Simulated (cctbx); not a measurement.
**Which space group?**

Cell: a = 10.9260 Å, b = 10.9260 Å, c = 10.9260 Å, α = 90.00°, β = 90.00°, γ = 90.00°. Expected content of the cell: In4 Rb8 Cl24 N4.

The data are simulated with cctbx, not measured: Mo Kα, λ = 0.71073 Å, to d = 0.8 Å, 95 % of the full sphere, strongest reflection 20000 counts, noise from counting, a 3 % proportional error and a noise floor of 8 counts (s.d.); no absorption.

A first pass over the reflections prints:

```text
10289 reflections to d = 0.801 A
centring   violations  <I/sigma> of those
    A          0 of  5151      0.0
    B          0 of  5149      0.0
    C          0 of  5168      0.0
    I       1112 of  5127      3.0
    R       1317 of  6863      3.5
    F          0 of  7734      0.0
Laue class    unique    Rint  (classes that these axes allow; Friedel mates merged)
F m m m           394   0.032
F m -3            136   0.034
F m -3 m           96   0.034
space group    extra absences  I>4sigma  <I/sigma>
F 4 3 2                 0          0         -  acentric
F -4 3 m                0          0         -  acentric
F m -3 m                0          0         -  centric
Wilson B = 1.21 A^2   <|E^2-1|> = 0.759 (0.968 centric, 0.736 acentric)   E^2>4: 0.0 %
shell (A)         n   <I/sigma>
 6.31 - 1.60     18     80.6
 1.60 - 1.28     13     72.9
 1.28 - 1.12      9     76.2
 1.12 - 1.01     15     61.9
 1.01 - 0.94      9     61.7
 0.94 - 0.89     10     78.7
 0.89 - 0.84     10     61.2
 0.84 - 0.81     12     52.6
```

**Question.** What are the lattice type, the Laue class and the likely space group?

The reflections that A, B, C and F centring forbids are absent (⟨I/σ⟩ near 0), so the lattice is F. F holds A, B and C together.

Rint stays low (0.032 to 0.034) up to F m -3 m, the highest class in these axes.

3 settings pass the absence test. No glide or screw absences show, which leaves F 4 3 2, F -4 3 m and F m -3 m.

⟨|E²−1|⟩ = 0.759 leans to a non-centrosymmetric structure. Here that hint misleads: the statistic assumes many like atoms on general positions, and few, heavy or special-position atoms break it. The Wilson B of 1.21 Å² means U ≈ 0.0153 Å².

The true group is Fm-3m (no. 225), Laue class m-3m, centrosymmetric. The tables only narrow the choice to the tied entries; cell content, site symmetry and trial solutions must settle it.

The model was made for the exercise: a known structure type with other elements put in, its volume estimated, not relaxed; displacement parameters are assumed.

[Logs are printed without paths, hosts, clocks, repeated set-up lines and the standing remarks that a program may print on its own settings, such as how far it seeks lower states.]
